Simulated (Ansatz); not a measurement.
# VBiO4 (Dreyerite): G0W0 under other settings

A base run on VBiO4 (Dreyerite), then changed inputs.

Program: Ansatz 0.2.0. Level of theory: G0W0 on r2SCAN, plane waves, PAW; PAW set soft_1. Results are calculated unless marked as measured.

**1. The structure**

The structure is tetragonal, space group I4_1/amd (No. 141). Conventional cell: a = 7.303 Å, b = 7.303 Å, c = 6.584 Å, α = 90.00°, β = 90.00°, γ = 90.00°. V has 4 O at 1.72 Å nearest. Nearest to Bi lie 8 O at 2.39 to 2.56 Å. O has 1 V at 1.72 Å and 2 Bi at 2.39 to 2.56 Å nearest. Farther neighbours and most contacts between anions are not listed.

Coordinates:

```cif
data_structure
_symmetry_space_group_name_H-M 'P 1'
_symmetry_Int_Tables_number 1
_cell_length_a 6.1241
_cell_length_b 6.1241
_cell_length_c 6.1241
_cell_angle_alpha 106.796
_cell_angle_beta 106.796
_cell_angle_gamma 114.966
_cell_volume 175.57
loop_
_atom_site_label
_atom_site_type_symbol
_atom_site_fract_x
_atom_site_fract_y
_atom_site_fract_z
_atom_site_occupancy
V1 V 0.50000 0.50000 0.00000 1
V2 V 0.25000 0.75000 0.50000 1
Bi3 Bi 0.75000 0.25000 0.50000 1
Bi4 Bi 0.00000 0.00000 0.00000 1
O5 O 0.15206 0.33289 0.81917 1
O6 O 0.08289 0.76372 0.68083 1
O7 O 0.51372 0.33289 0.18083 1
O8 O 0.08289 0.40206 0.31917 1
O9 O 0.59794 0.91711 0.68083 1
O10 O 0.66711 0.84794 0.18083 1
O11 O 0.23628 0.91711 0.31917 1
O12 O 0.66711 0.48628 0.81917 1
```

Geometry: measured cell, ions relaxed with r2SCAN. The runs that relaxed it are not among those shown. Spin-orbit coupling is left out unless a step names it.

**2. The base run: 2×2×2 mesh, 447 empty bands, screening to 108 eV, PAW set soft_1 files**

Now the one-shot GW correction: screening in the RPA, then the self-energy of the levels asked for. This step takes PAW set soft_1 files.

File input.yaml:

```yaml
crystal:
  lattice:
    - [-3.6515, 3.6515, 3.292]
    - [3.6515, -3.6515, 3.292]
    - [3.6515, 3.6515, -3.292]
  atoms:
    - { symbol: V, position: [0.5, 0.5, 0.0] }
    - { symbol: V, position: [0.25, 0.75, 0.5] }
    - { symbol: Bi, position: [0.75, 0.25, 0.5] }
    - { symbol: Bi, position: [0.0, 0.0, 0.0] }
    - { symbol: O, position: [0.152062534, 0.3328889632, 0.8191735708] }
    - { symbol: O, position: [0.0828889632, 0.7637153925, 0.6808264292] }
    - { symbol: O, position: [0.5137153925, 0.3328889632, 0.1808264292] }
    - { symbol: O, position: [0.0828889632, 0.402062534, 0.3191735708] }
    - { symbol: O, position: [0.597937466, 0.9171110368, 0.6808264292] }
    - { symbol: O, position: [0.6671110368, 0.847937466, 0.1808264292] }
    - { symbol: O, position: [0.2362846075, 0.9171110368, 0.3191735708] }
    - { symbol: O, position: [0.6671110368, 0.4862846075, 0.8191735708] }
kpoints:
  mp_grid: { grid: [2, 2, 2] }
hamiltonian:
  xc: r2scan
  pseudopotentials: { kind: paw, azcp: { folder: soft_1 } }
scf:
  occupations: { method: fixed }
gw:
  n_empty_bands: 447
  ecut_chi: 108
  qp_bands: [v4, c4]
  qp_kpoints: band_edges
  screening: { model: contour_deformation }
```

Started as:

```console
$ ansatz run input.yaml --threads 3 --pin off --max-ram 92160MiB --backend cuda --events-out ev --progress --plain --runs-dir out --devices 1 --max-vram 13GiB
```

Numbers of over 12 decimals in the logs are rounded to 6 here.

Output:

```text
GPUs: using 1 of 1 available (devices: 1).
Engine: ansatz 0.2.0, x86_64-unknown-linux-gnu
Pseudopotentials: kind: paw
Pseudopotential: V, paw, valence charge 13, recommended cutoff 500 eV (meta_gga), soft_1/V.paw.azcp
Pseudopotential: Bi, paw, valence charge 15, recommended cutoff 500 eV (meta_gga), soft_1/Bi.paw.azcp
Pseudopotential: O, paw, valence charge 6, recommended cutoff 500 eV (meta_gga), soft_1/O.paw.azcp
Functional definition: r2SCAN
  parameter k0 = 0.174
  parameter k1 = 0.065
  parameter a1 = 4.9479
  exchange = r2scan_x(k0 = k0, k1 = k1, a1 = a1)
  correlation = r2scan_c
concurrent solve slots: 2 of 3 are kept, ahead of what memory takes: no pass of the eigensolver takes more rounds on 2
device memory: the entry about to start is reckoned to put 2.7 GiB on a device that reports 30.7 GiB free (of which the cap on the GPU budget leaves the run 13.0 GiB)
GPU FFT provider: cuFFT
GPU libraries: cuBLAS 13.8.2, cuFFT 12.4.0, cuSOLVER 12.3.4
Crystal: 12 atoms, lattice volume = 175.575 Å³
Basis set: ecut = 500 eV, 4449 PW (Γ), exchange–correlation on 180×180×180 points (64 copies of the dense FFT grid, shifted against one another)
Bands: 64, of which v1, the nominal top of the filled ones, is band 52 counted from 1 (51 counted from 0)
Symmetry: 16 space group operations
Space group: I41/amd (ITA 141), of the structure as read, at distance tolerance 5.6e-5 Å
k-points: 4 of 8
Non-local potential: V, projectors of the file, l = 0: 3, l = 1: 2, l = 2: 3, l = 3: 1
Non-local potential: Bi, projectors of the file, l = 0: 2, l = 1: 2, l = 2: 2, l = 3: 1
Non-local potential: O, projectors of the file, l = 0: 2, l = 1: 2, l = 2: 1
PAW form: soft (Blöchl's): semilocal exchange-correlation on the pseudo side does not see the compensation charge
PAW frozen core: V, regenerated for the run's functional (the file was generated under x = pbe(κ = 0.804, μ = 0.219515), c = pbe(β = 0.066725))
PAW frozen core: Bi, regenerated for the run's functional (the file was generated under x = pbe(κ = 0.804, μ = 0.219515), c = pbe(β = 0.066725))
PAW frozen core: O, regenerated for the run's functional (the file was generated under x = pbe(κ = 0.804, μ = 0.219515), c = pbe(β = 0.066725))
PAW one-centre angular grid: V, 590 points (default); XC on 160 Gauss nodes
PAW one-centre angular grid: Bi, 590 points (default); XC on 160 Gauss nodes
PAW one-centre angular grid: O, 302 points (default); XC on 160 Gauss nodes
Initial density: superposition of atomic densities (chi_scale 0.1, normalization cell, long waves kept (reshape's long-wave potential 0.01 eV rms))
Initial wavefunctions: pseudopotential atomic-orbital guess
GPU buffer pool allocated for 91125 grid points (all kernels)
GPU transforms: local potential and band sums: pruned to the plane-wave sphere, on 45×45×45
[...]
NSCF: frozen V_eff on 1 k-points
SCF converged after 10 iterations
Free energy (F): -35213.966160 eV
Harris-Foulkes:  -35213.966160 eV  (|F-HF|=9.52e-9)
Internal energy: -35213.966160 eV  (E = F + TS)
E sigma→0 (E₀):  -35213.966160 eV
Fermi energy:    5.923816 eV
--- Per-component energies (eV) ---
  E_band       = -981.834998
  E_kinetic    = 2434.325926
  E_local      = -8949.175498  (includes V_loc(G=0)·N_el)
  E_nonlocal   = 1387.730183
  E_hartree    = 3429.531847
  E_xc         = -1073.742211
  E_vxc        = -1427.810706  (∫ρ·V_xc dr)
  E_paw        = -24945.831856  (= ΣΔE_a)
  E_vpaw       = -1380.163047  (= ΣTr[D̂ρ^β])
  E_aug_tail   = 0.003532  (compensation charges beyond the density's cutoff)
  E_vtau       = 94.199136  (kinetic-family band-sum trace: ∫τ·v_τ [+ j·A + Jᵃ·Aᵃ] dr)
  E_ewald      = -7497.771717
  E_core_change = 0.963634  (= ΣΔE_core)
  E_smearing   = -0.000000  (= −TS)
  E_closure    = 0.000000  (closes the sum)
  Σ components = -35213.966160   (vs F -35213.966160, Δ=0.00e0)
--- Band table (eV) ---
  k-point 0: bands = [... 48 lower, 5.2528, 5.4221, 5.4221, 5.6500, 9.4635, 9.9989, 10.0320, 10.0450, ... 8 higher]
  k-point 1: bands = [... 48 lower, 5.3319, 5.3319, 5.5599, 5.5599, 9.6379, 9.6379, 9.9438, 9.9438, ... 8 higher]
  k-point 2: bands = [... 48 lower, 5.1046, 5.3458, 5.5009, 5.9238, 9.0913, 9.6107, 9.6833, 9.8533, ... 8 higher]
  k-point 3: bands = [... 48 lower, 5.1685, 5.1685, 5.3958, 5.3958, 9.8024, 9.8024, 9.9135, 9.9135, ... 8 higher]
--- G₀W₀: contour deformation, 6 samples at zero and on the imaginary axis and 1 off it, 8 q-points, 447 empty bands' worth ---
  eigenvalues of the whole cell's RPA ε∞ on this k-mesh (on a slab, of 1 + 4πα/V) = 4.5631, 4.5631, 5.9573; static W/v taken at q = 0 is 0.200052
  bands read: the sum over 499 bands ends inside a degenerate multiplet in 3 slots, whose members it reads at an even weight; the widest, k=0: bands 499 to 500 (counted from 1) at 1/2 each
  gw.qp_kpoints: band_edges: 4 of 4 stored k-points solved, in 1 pass; an edge of the gap read off the rows below is read off those points alone
    ik  band        ε_KS         Σx   Σc(E_QP)       V_xc       Z   E_QP_lin       E_QP  E_QP is
     0    49      5.2528   -25.3009     4.8224   -20.3863  0.7188     5.1606     5.1608  root
     0    50      5.4221   -25.5855     4.5730   -20.9905  0.7248     5.4000     5.4000  root
     0    51      5.4221   -25.5855     4.5730   -20.9905  0.7248     5.4000     5.4000  root
     0    52      5.6500   -25.6640     4.7338   -20.8807  0.7226     5.6006     5.6006  root
     0    53      9.4635   -15.7921    -6.2796   -23.4237  0.7195    10.8530    10.8155  root
     0    54      9.9989   -17.0520    -6.0635   -24.5624  0.7068    11.4938    11.4458  root
     0    55     10.0320   -16.8187    -6.1991   -24.4166  0.7075    11.4784    11.4308  root
     0    56     10.0450   -14.4967    -5.4556   -21.1214  0.7472    11.2379    11.2139  root
[...]
3    53      9.8024   -15.9819    -5.7195   -22.9732  0.7262    11.1074    11.0742  root
     3    54      9.8024   -15.9819    -5.7195   -22.9732  0.7262    11.1074    11.0742  root
     3    55      9.9135   -14.3652    -5.0009   -20.4471  0.7659    11.0121    10.9944  root
     3    56      9.9135   -14.3652    -5.0009   -20.4471  0.7659    11.0121    10.9944  root
```

It took 13 s on 1 × NVIDIA H100 80GB HBM3 (shared by 6 runs) with 3 threads of AMD EPYC 7R13 (Zen 3), shared host; peak memory 1.6 GiB; 13 s of CPU time.

This step gave:

```yaml
bands_summed: 499
rpa_eps_infinity_on_this_mesh_eigenvalues: 4.563, 4.563, 5.957
plane_waves_in_the_screening_matrix: 449
q_points_in_the_mesh: 8
g0w0_gap_on_the_mesh: 4.406 eV
k_of_the_valence_top: 0, -0.5, 0
k_of_the_conduction_bottom: 0, -0.5, 0
starting_gap_on_the_mesh: 3.167 eV
z_at_the_valence_top: 0.7491
z_at_the_conduction_bottom: 0.7350
least_direct_g0w0_gap_on_the_computed_points: 4.406 eV
```

The gap on the mesh goes from 3.17 eV to 4.41 eV, a correction of +1.24 eV. Between the two edge states, bare exchange in place of the xc potential would open the gap by 10.72 eV, and correlation takes back 9.48 eV.

**3. Variant: all filled levels at the zone centre**

input.yaml: that of step 2 with these lines changed.

```diff
@@ -26,6 +26,6 @@
 gw:
-  n_empty_bands: 447
-  ecut_chi: 108
-  qp_bands: [v4, c4]
-  qp_kpoints: band_edges
+  n_empty_bands: 398
+  ecut_chi: 100
+  qp_bands: [lowest, c2]
+  qp_kpoints: [[0, 0, 0]]
   screening: { model: contour_deformation }
```

Output:

```text
GPUs: using 1 of 1 available (devices: 1).
[...]
GPU FFT provider: cuFFT
GPU libraries: cuBLAS 13.8.2, cuFFT 12.4.0, cuSOLVER 12.3.4
Crystal: 12 atoms, lattice volume = 175.575 Å³
Basis set: ecut = 500 eV, 4449 PW (Γ), exchange–correlation on 180×180×180 points (64 copies of the dense FFT grid, shifted against one another)
Bands: 64, of which v1, the nominal top of the filled ones, is band 52 counted from 1 (51 counted from 0)
Symmetry: 16 space group operations
[...]
k-points: 4 of 8
[...]
GPU buffer pool allocated for 91125 grid points (all kernels)
[...]
SCF iter   1: F=—  HF=-35215.676901 eV  |F-HF|=—  |Δ(HF+E_count)|=         —  Δρ=6.66e-2  dr2=1.36e1  dr2_τ=9.56e-1  ethr=3.10e-3  ⟨swp⟩=4.0  Hψ=801  notcnv=0  defer=33
[...]
SCF iter  10: F=-35213.966160 eV  HF=-35213.966160 eV  |F-HF|=9.52e-9  |Δ(HF+E_count)|=   6.30e-8  Δρ=2.65e-6  dr2=1.80e-8  dr2_τ=4.99e-10  ethr=9.62e-11  ⟨swp⟩=9.5  Hψ=870  notcnv=0
SCF 1 converged in 10 iterations: F = -35213.966160 eV  dr2 = 1.80e-8
[...]
NSCF: frozen V_eff on 4 k-points
[...]
G₀W₀ screening: q 1/4
[... further progress lines ...]
[...]
SCF converged after 10 iterations
Free energy (F): -35213.966160 eV
[...]
Internal energy: -35213.966160 eV  (E = F + TS)
E sigma→0 (E₀):  -35213.966160 eV
Fermi energy:    5.923816 eV
[...]
--- Band table (eV) ---
  k-point 0: bands = [... 48 lower, 5.2528, 5.4221, 5.4221, 5.6500, 9.4635, 9.9989, 10.0320, 10.0450, ... 8 higher]
[...]
0     3    -33.2310   -43.2142    10.6628   -32.4546  0.6510   -33.3281   -33.3279  root
     0     4    -33.2310   -43.2142    10.6628   -32.4546  0.6510   -33.3281   -33.3279  root
     0     5    -33.0921   -43.2111    10.6203   -32.5408  0.6459   -33.1421   -33.1420  root
     0     6    -33.0921   -43.2111    10.6203   -32.5408  0.6459   -33.1421   -33.1420  root
     0     7    -33.0890   -43.2157    10.6178   -32.5491  0.6464   -33.1378   -33.1378  root
     0     8    -33.0890   -43.2157    10.6178   -32.5491  0.6464   -33.1378   -33.1378  root
     0     9    -16.4033   -43.0610     6.1020   -34.8585  0.7541   -18.6035   -18.5038  root
     0    10    -16.4000   -43.1058     5.9958   -34.9933  0.7583   -18.6207   -18.5167  root ?
     0    11    -16.3374   -43.2627     5.9116   -35.2093  0.7621   -18.5922   -18.4792  root ?
     0    12    -16.3374   -43.2627     5.9116   -35.2093  0.7621   -18.5922   -18.4792  root ?
     0    13    -16.3327   -43.3732     5.8513   -35.3358  0.7644   -18.6452   -18.5188  root ?
     0    14    -16.3212   -43.3257     6.0035   -35.1800  0.7566   -18.5668   -18.4633  root ?
     0    15    -16.3157   -43.3667     5.8409   -35.3446  0.7647   -18.6218   -18.4969  root ?
     0    16    -16.3157   -43.3667     5.8409   -35.3446  0.7647   -18.6218   -18.4969  root ?
     0    17    -16.2954   -43.3392     5.7942   -35.3721  0.7663   -18.5962   -18.4683  root ?
     0    18    -16.2798   -43.3922     5.7890   -35.4306  0.7663   -18.5794   -18.4524  root ?
     0    19    -12.4060   -32.2687    10.0203   -22.2399  0.6255   -12.4146   -12.4146  root
[...]
0    51      5.4221   -25.5855     4.6083   -20.9905  0.7256     5.4353     5.4353  root
     0    52      5.6500   -25.6640     4.7677   -20.8807  0.7234     5.6345     5.6345  root
     0    53      9.4635   -15.7921    -6.2361   -23.4237  0.7202    10.8992    10.8590  root
     0    54      9.9989   -17.0520    -6.0179   -24.5624  0.7075    11.5428    11.4914  root
```

It took 21 s on 1 × NVIDIA H100 80GB HBM3 (shared by 6 runs) with 3 threads; peak memory 1.6 GiB; 19 s of CPU time.

(Continued in part 2 of 2.)

[Paths, hosts, dates, memory and timing lines, banners, echoed tables and standing remarks are left out of the program output.]

[Logs are printed without paths, hosts, clocks, repeated set-up lines and the standing remarks that a program may print on its own settings, such as how far it seeks lower states.]

[Runs of the session that timed out or met a known fault of the program may be left out.]

[Cells called generated may have been cut or substituted from an entry of the Crystallography Open Database or the Materials Project.]

[Hosts, paths, dates, database ids (printed as entryN), source tags and the programs' standing remarks are cut or masked in the printed files.]
